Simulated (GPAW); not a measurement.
**BaTiO3 (Pm-3m): refractive index against wavelength**

The refractive index of BaTiO3 (Pm-3m) below the direct gap (1.83 eV on the mesh) is read from one computed spectrum, n = √(Re ε).

Cell: a, b, c = 4.006, 4.006, 4.006 Å (primitive vectors), 5 atoms.

Method: GPAW 26.7.0, LDA, RPA, k-mesh 8×8×8, local fields up to 50 eV, Lorentzian half width 0.15 eV.

Launch of the response step: `OMP_NUM_THREADS=1 python df.py`. The run took 71 s, its band step included, on 1 thread of Arm Neoverse V2 (shared host).

| wavelength (nm) | photon energy E (eV) | n |
| --- | --- | --- |
| 3000 | 0.413 | 2.5186 |
| 2000 | 0.620 | 2.5301 |
| 1550 | 0.800 | 2.5446 |
| 1310 | 0.946 | ? |
| 1064 | 1.165 | 2.5896 |

In the single-oscillator model n² − 1 = E₀E_d/(E₀² − E²), so 1/(n² − 1) = E₀/E_d − E²/(E₀E_d) is linear in E².

Working, on the rows shown:

| x = E² (eV²) | y = 1/(n² − 1) |
| --- | --- |
| 0.170801 | 0.187149 |
| 0.384302 | 0.185137 |
| 0.639837 | 0.182649 |
| 1.35784 | 0.175253 |

Means: x̄ = 0.6382, ȳ = 0.18255. Σ(x − x̄)(y − ȳ) = -0.008057, Σ(x − x̄)² = 0.8008. Slope = -0.008057 / 0.8008 = -0.01006; intercept = ȳ − slope · x̄ = 0.18897. Turned back into n, the line misses the rows shown by at most 0.0007.

Task: Fill in the last column of the withheld row.

Result: At x = 0.89576 the line gives y = 0.17996, that is 2.5606. The run gave 2.5598, so the interpolation is off by 0.00085, 1.2 % of the range in the table.

Refitted with all rows, the slope is -0.01003 and the intercept 0.18897. These give E₀ = √(intercept/−slope) = 4.34 eV and E_d = E₀/intercept = 23.0 eV; E₀ is 2.4 times the direct gap. The electronic limit at long wavelengths, without lattice vibrations, is n = √(1 + 1/intercept) = 2.508. Excitons are left out; LDA gaps are as a rule too small. The values come from a sum over the points of one k-mesh and carry its error, which grows as the direct gap shrinks. This version of GPAW has incomplete matrix elements in the optical limit, which can lower ε − 1 by up to a tenth where first-row anions or d states rule. Spin-orbit coupling is left out.
